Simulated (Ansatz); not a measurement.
# How fast states decay through HfSnPb2O6, part 2 of 3

Aim: relax a made-up compound, HfSnPb2O6, and see how good a tunnel barrier it would be. It is built by putting Pb for Sr in the Sr2HfSnO6 structure of space group Fm-3m, with the volume rescaled by atomic radii. The parent structure comes from the Materials Project.

Ansatz 0.2.0; LDA DFT, plane waves, PAW files (the session's first sound run).

So far. Step 2 (Relaxing the new crystal): The largest force component on a free atom ends at 3.4e-5 eV/Å. Step 3 (The bulk crystal and its band edges): The searched edges give 2.55 eV, as on the mesh.

The structure was built from a prototype and need not be the compound's stable phase.

## (4) Decaying states in the gap, plane (111)

This step: LDA DFT, plane waves, PAW files; complex bands by layer matching along the plane's normal (Ansatz 0.2.0).

The same crystal is laid in a cell whose first two vectors span the (111) plane (indices of the standard conventional cell, whose axes can be ordered otherwise than in the bulk input). At fixed energy and wavevector in the plane the solver finds all kz, real and complex. A few wavevectors are listed, (0, 0), (-0.5, 0) and (0.5, 0) (two of them one point) in units of the plane's reciprocal vectors; the slowest state needn't be among them.

input.yaml reads:

```yaml
crystal:
  lattice:
    - [5.737597795, 0.0, 0.0]
    - [2.868798897, 4.968905447, 0.0]
    - [2.868798897, 1.656301816, 4.684728982]
  atoms:
    - { symbol: Pb, position: [0.75, 0.75, 0.75] }
    - { symbol: Pb, position: [0.25, 0.25, 0.25] }
    - { symbol: Hf, position: [0.0, 0.0, 0.0] }
    - { symbol: Sn, position: [0.5, 0.5, 0.5] }
    - { symbol: O, position: [0.7491727104, 0.7491727104, 0.2508272896] }
    - { symbol: O, position: [0.2508272896, 0.2508272896, 0.7491727104] }
    - { symbol: O, position: [0.2508272896, 0.7491727104, 0.2508272896] }
    - { symbol: O, position: [0.7491727104, 0.2508272896, 0.7491727104] }
    - { symbol: O, position: [0.7491727104, 0.2508272896, 0.2508272896] }
    - { symbol: O, position: [0.2508272896, 0.7491727104, 0.7491727104] }
kpoints:
  mp_grid: { grid: [6, 6, 6] }
scf:
  occupations: { method: fixed }
hamiltonian:
  xc: lda
output:
  eigenvalues: true
  transmission:
    leads: [[0, 0]]
    kpoints: [[0.0, 0.0], [-0.5, 0.0], [0.5, 0.0]]
    e_range: [-1.0, 3.55]
    de: 0.11
```

On the command line:

```bash
$ ansatz run input.yaml --threads 2 --pin off --max-ram 4096MiB --backend cpu --events-out ev --progress --plain --runs-dir out
```

Numbers of over 12 decimals in the logs are rounded to 6 here.

The program printed:

```text
[...]
Crystal: 10 atoms, lattice volume = 133.560 Å³
Basis set: ecut = 420 eV, 2637 PW (Γ)
Bands: 63, of which v1, the nominal top of the filled ones, is band 52 counted from 1 (51 counted from 0)
Symmetry: 48 space group operations
[...]
k-points: 16 of 216
[...]
SCF iter   1: F=—  HF=-47897.592680 eV  |F-HF|=—  |Δ(HF+E_count)|=         —  Δρ=1.87e-2  dr2=4.27e-1  ethr=1.77e-3  ⟨swp⟩=5.0  Hψ=3248  notcnv=0  defer=128
[...]
SCF iter   7: F=-47897.483990 eV  HF=-47897.483990 eV  |F-HF|=1.30e-8  |Δ(HF+E_count)|=   1.86e-7  Δρ=8.55e-6  dr2=8.02e-8  ethr=9.62e-11  ⟨swp⟩=9.6  Hψ=4713  notcnv=0
SCF 1 converged in 7 iterations: F = -47897.483990 eV  dr2 = 8.02e-8
[...]
transmission: 6 of 18 steps passed
transmission: 12 of 18 steps passed
transmission: 18 of 18 steps passed
SCF converged after 7 iterations
Free energy (F): -47897.483990 eV
[...]
Internal energy: -47897.483990 eV  (E = F + TS)
E sigma→0 (E₀):  -47897.483990 eV
Fermi energy:    11.009928 eV
[...]
--- Band table (eV; the first three rows and the last of 16) ---
  k-point 0: bands = [... 48 lower, 9.8821, 10.9129, 10.9129, 10.9129, 16.3492, 16.5822, 16.5822, 16.5822, ... 7 higher]
  k-point 1: bands = [... 48 lower, 10.0546, 10.7935, 10.7935, 10.8340, 16.0032, 16.4797, 16.5877, 16.5877, ... 7 higher]
  k-point 2: bands = [... 48 lower, 10.3316, 10.5120, 10.5120, 10.6265, 14.8562, 15.3662, 16.6042, 16.6042, ... 7 higher]
  k-point 15: bands = [... 48 lower, 10.0770, 10.2088, 10.7164, 10.7855, 14.1619, 15.2145, 15.8427, 15.8847, ... 7 higher]
--- Transmission ---
  basis      : 253 plane waves across, 6 finite elements along
  points     : 3, as listed
  energies   : 42 from -1.000000 to 3.510000 eV about the Fermi level, 0.110000 eV apart; the leads are filled to 1.273264 eV, and channels, transmission and decay are at 1.310000 eV
  crystal 0  : O6Pb2Hf1Sn1, at the sites [0, 0], period 4.6847 Å: whole cells are its period
    offset         : up to 0.0000 Å between an atom of the period and one for which it stands
    channels       : 0.000000e0 a spin
    conductance    : none, the energies end too early or step too widely for 300 K: set another output.transmission.e_range or a lower de, or, where they end at an eighth of basis.ecutwfc, a higher one
    slowest decay  : 0.2194 /Å at (-0.5000, 0.0000)
```

Run time: 32 s. Hardware: 2 threads of AMD EPYC 9R45, shared host; peak memory 0.94 GiB; 50 s of CPU time.

This step gave:

```
level to which the leads are filled                       : 1.273 eV from the Fermi level
decay constant at the filling level, zone centre          : 0.2552 Å⁻¹
decay constant at the filling level, slowest listed point : 0.2194 Å⁻¹
```

K parallel (0, 0); values up to 1.5 1/Å, a degenerate pair printed once or twice; energies at which all values exceed this have no row. The Im kz of the slowest decaying states by energy, zero at the highest filled level on the SCF mesh:

```csv
energy (eV),decay 1 (Å⁻¹),decay 2 (Å⁻¹),decay 3 (Å⁻¹),decay 4 (Å⁻¹)
-1.00,0.0460,0.0938,0.185,0.189
-0.67,0.0196,0.0253,0.104,0.289
-0.34,0.171,0.181,0.341,0.394
-0.01,0.189,0.217,0.228,0.331
0.32,0.238,0.400,0.405,0.418
0.65,0.250,0.418,0.479,0.534
0.98,0.256,0.431,0.527,0.562
1.20,0.256,0.437,0.553,0.580
1.53,0.252,0.443,0.587,0.603
1.86,0.229,0.254,0.445,0.615
2.19,0.209,0.241,0.443,0.639
2.52,0.180,0.219,0.438,0.653
2.85,0.136,0.188,0.430,0.663
3.18,0.0209,0.143,0.417,0.670
3.51,0.0615,0.400,0.660,0.673
```

K parallel (-0.5, 0); values up to 1.5 1/Å, a degenerate pair printed once or twice; energies at which all values exceed this have no row. Table of Im kz of the slowest decaying states by energy, zero at the highest filled level on the SCF mesh:

| energy (eV) | decay 1 (Å⁻¹) | decay 2 (Å⁻¹) | decay 3 (Å⁻¹) | decay 4 (Å⁻¹) |
| --- | --- | --- | --- | --- |
| -1.00 | 0.0863 | 0.139 | 0.254 | 0.304 |
| -0.78 | 0.124 | 0.144 | 0.149 | 0.167 |
| -0.67 | 0.0293 | 0.0601 | 0.159 | 0.170 |
| -0.45 | 0.243 | 0.295 | 0.309 | 0.400 |
| -0.23 | 0.154 | 0.216 | 0.311 | 0.339 |
| -0.12 | 0.186 | 0.257 | 0.344 | 0.347 |
| -0.01 | 0.145 | 0.211 | 0.289 | 0.354 |
| 0.10 | 0.108 | 0.231 | 0.246 | 0.315 |
| 0.21 | 0.146 | 0.247 | 0.310 | 0.338 |
| 0.43 | 0.186 | 0.271 | 0.375 | 0.381 |
| 0.65 | 0.207 | 0.288 | 0.388 | 0.406 |
| 0.76 | 0.213 | 0.295 | 0.390 | 0.419 |
| 0.98 | 0.220 | 0.303 | 0.393 | 0.425 |
| 1.20 | 0.221 | 0.307 | 0.392 | 0.422 |
| 1.31 | 0.219 | 0.308 | 0.391 | 0.420 |
| 1.53 | 0.212 | 0.306 | 0.386 | 0.416 |
| 1.75 | 0.199 | 0.300 | 0.378 | 0.410 |
| 1.86 | 0.190 | 0.295 | 0.373 | 0.406 |
| 2.08 | 0.165 | 0.282 | 0.361 | 0.398 |
| 2.30 | 0.126 | 0.264 | 0.346 | 0.389 |
| 2.41 | 0.0960 | 0.253 | 0.337 | 0.383 |
| 2.63 | 0.224 | 0.316 | 0.371 | 0.453 |
| 2.74 | 0.205 | 0.304 | 0.364 | 0.447 |
| 2.96 | 0.153 | 0.274 | 0.349 | 0.434 |
| 3.18 | 0.0287 | 0.233 | 0.332 | 0.419 |
| 3.29 | 0.205 | 0.322 | 0.411 | 0.548 |
| 3.51 | 0.111 | 0.300 | 0.392 | 0.550 |

K parallel (-0.5, 0). Table of Re kz of states that move upwards by energy, zero at the highest filled level on the SCF mesh:

```
energy (eV)  channel 1 (Å⁻¹)  channel 2 (Å⁻¹)  channel 3 (Å⁻¹)  channel 4 (Å⁻¹)  channel 5 (Å⁻¹)
      -1.00           -0.565           -0.147          -0.0899           0.0309            0.122
      -0.67          -0.0520                -                -                -                -
      -0.34            0.534            0.619                -                -                -
      -0.01           -0.479                -                -                -                -
       0.32                -                -                -                -                -
       0.65                -                -                -                -                -
       0.98                -                -                -                -                -
       1.20                -                -                -                -                -
       1.53                -                -                -                -                -
       1.86                -                -                -                -                -
       2.19                -                -                -                -                -
       2.52                -                -                -                -                -
       2.85           -0.289                -                -                -                -
       3.18           -0.196                -                -                -                -
       3.51          -0.0748            0.454                -                -                -
```

K parallel (0.5, 0); values up to 1.5 1/Å, a degenerate pair printed once or twice; energies at which all values exceed this have no row. Im kz of the slowest decaying states against energy, zero at the highest filled level on the SCF mesh:

| energy (eV) | decay 1 (Å⁻¹) | decay 2 (Å⁻¹) | decay 3 (Å⁻¹) | decay 4 (Å⁻¹) |
| --- | --- | --- | --- | --- |
| -1.00 | 0.0863 | 0.139 | 0.254 | 0.304 |
| -0.78 | 0.124 | 0.144 | 0.149 | 0.167 |
| -0.67 | 0.0293 | 0.0601 | 0.159 | 0.170 |
| -0.45 | 0.243 | 0.295 | 0.309 | 0.400 |
| -0.23 | 0.154 | 0.216 | 0.311 | 0.339 |
| -0.12 | 0.186 | 0.257 | 0.344 | 0.347 |
| -0.01 | 0.145 | 0.211 | 0.289 | 0.354 |
| 0.10 | 0.108 | 0.231 | 0.246 | 0.315 |
| 0.21 | 0.146 | 0.247 | 0.310 | 0.338 |
| 0.43 | 0.186 | 0.271 | 0.375 | 0.381 |
| 0.65 | 0.207 | 0.288 | 0.388 | 0.406 |
| 0.76 | 0.213 | 0.295 | 0.390 | 0.419 |
| 0.98 | 0.220 | 0.303 | 0.393 | 0.425 |
| 1.20 | 0.221 | 0.307 | 0.392 | 0.422 |
| 1.31 | 0.219 | 0.308 | 0.391 | 0.420 |
| 1.53 | 0.212 | 0.306 | 0.386 | 0.416 |
| 1.75 | 0.199 | 0.300 | 0.378 | 0.410 |
| 1.86 | 0.190 | 0.295 | 0.373 | 0.406 |
| 2.08 | 0.165 | 0.282 | 0.361 | 0.398 |
| 2.30 | 0.126 | 0.264 | 0.346 | 0.389 |
| 2.41 | 0.0960 | 0.253 | 0.337 | 0.383 |
| 2.63 | 0.224 | 0.316 | 0.371 | 0.453 |
| 2.74 | 0.205 | 0.304 | 0.364 | 0.447 |
| 2.96 | 0.153 | 0.274 | 0.349 | 0.434 |
| 3.18 | 0.0287 | 0.233 | 0.332 | 0.419 |
| 3.29 | 0.205 | 0.322 | 0.411 | 0.548 |
| 3.51 | 0.111 | 0.300 | 0.392 | 0.550 |

K parallel (0.5, 0). The Re kz of states that move upwards by energy, zero at the highest filled level on the SCF mesh:

```
energy (eV)  channel 1 (Å⁻¹)  channel 2 (Å⁻¹)  channel 3 (Å⁻¹)  channel 4 (Å⁻¹)  channel 5 (Å⁻¹)
      -1.00           -0.594           -0.537           -0.416           -0.325            0.329
      -0.67           -0.499                -                -                -                -
      -0.34           0.0873            0.172                -                -                -
      -0.01            0.415                -                -                -                -
       0.32                -                -                -                -                -
       0.65                -                -                -                -                -
       0.98                -                -                -                -                -
       1.20                -                -                -                -                -
       1.53                -                -                -                -                -
       1.86                -                -                -                -                -
       2.19                -                -                -                -                -
       2.52                -                -                -                -                -
       2.85            0.606                -                -                -                -
       3.18           -0.643                -                -                -                -
       3.51           -0.522          0.00664                -                -                -
```

At the listed wavevectors the last open channel is at -0.01 eV and the next at +2.63 eV on the grid. At +1.31 eV, the grid energy nearest the filling level (the middle of the gap on the SCF mesh), the slowest state at the listed wavevectors decays with κ = 0.219 Å⁻¹, its amplitude falling by e over 4.6 Å. Through 1 nm of this crystal that state's transmission falls by exp(−2 × 0.219 Å⁻¹ × 10 Å) = 0.012.

## (5) Decaying states in the gap, plane (001)

The same for the (001) plane, at (0, 0) and (-0.5, -0.5), to see how the decay depends on direction.

input.yaml reads:

```yaml
crystal:
  lattice:
    - [5.737597795, 0.0, 0.0]
    - [0.0, 5.737597795, 0.0]
    - [2.868798897, 2.868798897, 4.057094308]
  atoms:
    - { symbol: Pb, position: [0.25, 0.75, 0.5] }
    - { symbol: Pb, position: [0.75, 0.25, 0.5] }
    - { symbol: Hf, position: [0.0, 0.0, 0.0] }
    - { symbol: Sn, position: [0.5, 0.5, 0.0] }
    - { symbol: O, position: [0.2508272896, 0.7491727104, 0.0] }
    - { symbol: O, position: [0.7491727104, 0.2508272896, 0.0] }
    - { symbol: O, position: [0.2508272896, 0.2508272896, 0.0] }
    - { symbol: O, position: [0.7491727104, 0.7491727104, 0.0] }
    - { symbol: O, position: [0.7491727104, 0.7491727104, 0.5016545792] }
    - { symbol: O, position: [0.2508272896, 0.2508272896, 0.4983454208] }
kpoints:
  mp_grid: { grid: [6, 6, 6] }
scf:
  occupations: { method: fixed }
hamiltonian:
  xc: lda
output:
  eigenvalues: true
  transmission:
    leads: [[0, 0]]
    kpoints: [[0.0, 0.0], [-0.5, -0.5]]
    e_range: [-1.0, 3.55]
    de: 0.08
```

The program printed:

```text
[...]
Crystal: 10 atoms, lattice volume = 133.560 Å³
Basis set: ecut = 420 eV, 2637 PW (Γ)
Bands: 63, of which v1, the nominal top of the filled ones, is band 52 counted from 1 (51 counted from 0)
Symmetry: 48 space group operations
[...]
k-points: 16 of 216
[...]
SCF iter   1: F=—  HF=-47897.592755 eV  |F-HF|=—  |Δ(HF+E_count)|=         —  Δρ=1.87e-2  dr2=4.27e-1  ethr=1.77e-3  ⟨swp⟩=5.0  Hψ=3275  notcnv=0  defer=130
[...]
SCF iter   7: F=-47897.483990 eV  HF=-47897.483990 eV  |F-HF|=1.22e-8  |Δ(HF+E_count)|=   1.81e-7  Δρ=8.59e-6  dr2=8.01e-8  ethr=9.62e-11  ⟨swp⟩=9.8  Hψ=4711  notcnv=0
SCF 1 converged in 7 iterations: F = -47897.483990 eV  dr2 = 8.01e-8
[...]
transmission: 7 of 14 steps passed
transmission: 14 of 14 steps passed
SCF converged after 7 iterations
Free energy (F): -47897.483990 eV
[...]
Internal energy: -47897.483990 eV  (E = F + TS)
E sigma→0 (E₀):  -47897.483990 eV
Fermi energy:    11.009927 eV
[...]
--- Band table (eV; the first three rows and the last of 16) ---
  k-point 0: bands = [... 48 lower, 9.8821, 10.9129, 10.9129, 10.9129, 16.3492, 16.5822, 16.5822, 16.5822, ... 7 higher]
  k-point 1: bands = [... 48 lower, 10.0983, 10.6844, 10.6844, 10.9214, 16.2338, 16.3117, 16.3117, 16.5204, ... 7 higher]
  k-point 2: bands = [... 48 lower, 10.0827, 10.0827, 10.3494, 10.9382, 14.5678, 15.9006, 15.9006, 16.0479, ... 7 higher]
  k-point 15: bands = [... 48 lower, 10.2918, 10.3568, 10.4799, 10.5096, 14.7322, 14.7629, 15.8141, 15.8891, ... 7 higher]
--- Transmission ---
  basis      : 293 plane waves across, 7 finite elements along
  points     : 2, as listed
[...]
crystal 0  : Sn1O6Hf1Pb2, at the sites [0, 0], period 4.0571 Å: whole cells are its period
[...]
channels       : 0.000000e0 a spin
[...]
slowest decay  : 0.1876 /Å at (0.0000, 0.0000)
```

It took 37 s on 2 threads; peak memory 1.2 GiB.

This step gave:

```
decay constant at the filling level, zone centre          : 0.1876 Å⁻¹
decay constant at the filling level, slowest listed point : 0.1876 Å⁻¹
```

K parallel (0, 0); values up to 1.5 1/Å, a degenerate pair printed once or twice; energies at which all values exceed this have no row. Im kz of the slowest decaying states against energy, zero at the highest filled level on the SCF mesh:

```csv
energy (eV),decay 1 (Å⁻¹),decay 2 (Å⁻¹),decay 3 (Å⁻¹),decay 4 (Å⁻¹)
-1.00,0.0211,0.110,0.113,0.185
-0.84,0.115,0.152,0.232,0.265
-0.68,0.181,0.200,0.321,0.399
-0.44,0.214,0.269,0.380,0.515
-0.28,0.232,0.303,0.408,0.563
-0.12,0.247,0.333,0.364,0.427
-0.04,0.133,0.254,0.347,0.382
0.04,0.0516,0.208,0.260,0.361
0.28,0.124,0.277,0.393,0.399
0.44,0.148,0.286,0.424,0.427
0.60,0.165,0.294,0.449,0.454
0.76,0.176,0.301,0.475,0.476
1.00,0.185,0.310,0.502,0.516
1.16,0.188,0.314,0.516,0.548
1.32,0.187,0.318,0.528,0.585
1.48,0.183,0.320,0.538,0.630
1.72,0.172,0.322,0.549,0.711
1.88,0.161,0.323,0.554,0.754
2.04,0.145,0.322,0.559,0.682
2.20,0.124,0.321,0.562,0.614
2.44,0.0716,0.317,0.556,0.564
2.60,0.313,0.529,0.539,0.564
2.76,0.308,0.507,0.512,0.564
2.92,0.302,0.487,0.487,0.562
3.16,0.290,0.453,0.460,0.558
3.32,0.281,0.432,0.443,0.555
3.48,0.269,0.410,0.426,0.550
```

K parallel (-0.5, -0.5); values up to 1.5 1/Å, a degenerate pair printed once or twice; energies at which all values exceed this have no row. Table of Im kz of the slowest decaying states by energy, zero at the highest filled level on the SCF mesh:

```csv
energy (eV),decay 1 (Å⁻¹),decay 2 (Å⁻¹),decay 3 (Å⁻¹),decay 4 (Å⁻¹)
-1.00,0.0631,0.260,0.440,1.49
-0.76,0.142,0.226,0.313,0.480
-0.52,0.0484,0.212,0.345,0.356
-0.36,0.239,0.382,0.396,0.523
-0.12,0.266,0.420,0.452,0.539
-0.04,0.0808,0.272,0.432,0.467
0.12,0.182,0.220,0.282,0.456
0.36,0.292,0.308,0.331,0.495
0.60,0.295,0.391,0.420,0.516
0.76,0.294,0.437,0.492,0.564
1.00,0.289,0.498,0.521,0.563
1.24,0.279,0.543,0.553,0.560
1.48,0.264,0.554,0.559,0.608
1.72,0.242,0.546,0.571,0.664
1.88,0.223,0.540,0.577,0.617
2.12,0.185,0.528,0.566,0.582
2.36,0.127,0.514,0.528,0.584
2.60,0.497,0.497,0.583,0.935
2.84,0.468,0.477,0.579,0.938
3.00,0.450,0.461,0.574,0.944
3.24,0.424,0.435,0.564,0.958
3.48,0.398,0.403,0.550,0.889
```

At the listed wavevectors the last open channel is at -0.04 eV and the next at +2.60 eV on the grid. At +1.24 eV, the grid energy nearest the filling level (the middle of the gap on the SCF mesh), the slowest state at the listed wavevectors decays with κ = 0.188 Å⁻¹, its amplitude falling by e over 5.3 Å; the first such run, plane (111), gave 0.219 Å⁻¹.

## (6) Band edges at another level, cutoff 500 eV

This step: r2SCAN DFT, plane waves, PAW files (Ansatz 0.2.0).

The edges again with r2SCAN, at the same atoms. Against that run the cutoff is 500 eV against 420.

input.yaml reads:

```yaml
crystal:
  lattice:
    - [0.0, 4.0570943085, 4.0570943085]
    - [4.0570943085, 0.0, 4.0570943085]
    - [4.0570943085, 4.0570943085, 0.0]
  atoms:
    - { symbol: Pb, position: [0.25, 0.25, 0.25] }
    - { symbol: Pb, position: [0.75, 0.75, 0.75] }
    - { symbol: Hf, position: [0.0, 0.0, 0.0] }
    - { symbol: Sn, position: [0.5, 0.5, 0.5] }
    - { symbol: O, position: [0.7491727104, 0.2508272896, 0.2508272896] }
    - { symbol: O, position: [0.2508272896, 0.7491727104, 0.7491727104] }
    - { symbol: O, position: [0.2508272896, 0.7491727104, 0.2508272896] }
    - { symbol: O, position: [0.7491727104, 0.2508272896, 0.7491727104] }
    - { symbol: O, position: [0.2508272896, 0.2508272896, 0.7491727104] }
    - { symbol: O, position: [0.7491727104, 0.7491727104, 0.2508272896] }
kpoints:
  mp_grid: { grid: [6, 6, 6] }
  band_path: { path: [VBM, CBM], npoints: 30 }
scf:
  occupations: { method: fixed }
hamiltonian:
  xc: r2scan
output:
  eigenvalues: true
```

The program printed:

```text
[...]
Crystal: 10 atoms, lattice volume = 133.560 Å³
Basis set: ecut = 500 eV, 3383 PW (Γ), exchange–correlation on 180×180×180 points (64 copies of the dense FFT grid, shifted against one another)
Bands: 63, of which v1, the nominal top of the filled ones, is band 52 counted from 1 (51 counted from 0)
Symmetry: 48 space group operations
[...]
k-points: 16 of 216
[...]
SCF iter   1: F=—  HF=-49030.603514 eV  |F-HF|=—  |Δ(HF+E_count)|=         —  Δρ=1.02e-2  dr2=1.29e-1  dr2_τ=4.41e-1  ethr=1.77e-3  ⟨swp⟩=5.0  Hψ=3427  notcnv=0  defer=127
[...]
SCF iter   7: F=-49030.735794 eV  HF=-49030.735794 eV  |F-HF|=9.75e-10  |Δ(HF+E_count)|=   1.13e-6  Δρ=6.74e-6  dr2=4.19e-8  dr2_τ=2.91e-9  ethr=9.62e-11  ⟨swp⟩=10.3  Hψ=5099  notcnv=0
SCF 1 converged in 7 iterations: F = -49030.735794 eV  dr2 = 4.19e-8
[...]
SCF converged after 7 iterations
Free energy (F): -49030.735794 eV
[...]
Internal energy: -49030.735794 eV  (E = F + TS)
E sigma→0 (E₀):  -49030.735794 eV
Fermi energy:    11.119673 eV
[...]
--- Band table (eV; the first three rows and the last of 16) ---
  k-point 0: bands = [... 48 lower, 9.9511, 10.9617, 10.9617, 10.9617, 17.3568, 17.3568, 17.3568, 17.3957, ... 7 higher]
  k-point 1: bands = [... 48 lower, 10.1161, 10.8426, 10.8426, 10.8818, 16.7653, 17.3306, 17.3532, 17.3532, ... 7 higher]
  k-point 2: bands = [... 48 lower, 10.3851, 10.5645, 10.5645, 10.6708, 15.5788, 16.0713, 17.3428, 17.3428, ... 7 higher]
  k-point 15: bands = [... 48 lower, 10.1253, 10.3249, 10.7674, 10.8997, 14.8116, 15.8642, 16.5611, 16.5850, ... 7 higher]
```

Run time: 7.8 s. Hardware: 2 threads; peak memory 0.92 GiB; 15 s of CPU time.

This step gave:

```
free energy        : -49030.7358 eV
Fermi energy       : 11.12 eV
gap on the k-mesh  : 3.109 eV
gap on path        : 3.109 eV, by band count; negative where bands overlap
direct gap on path : 3.109 eV
```

Levels at VBM (eV): -7.32, -7.01, -6.97, -3.41, -3.41, -2.87, -2.79, -2.67, -2.61, -2.61, -2.56, -2.56, -1.66, -1.66, -1.46, -1.15, -0.97, -0.97, -0.12, 0.00, 3.11, 5.19, 5.27, 5.27, 5.91, 6.17, 6.17, 6.50, 7.71, 7.71.

The searched edges give 3.11 eV, as on the mesh.

(Part 2 of 3 ends here.)

[Logs are printed without paths, hosts, clocks, repeated set-up lines and the standing remarks that a program may print on its own settings, such as how far it seeks lower states.]

[Hosts, paths, dates, database ids (printed as entryN), source tags and the programs' standing remarks are cut or masked in the printed files.]
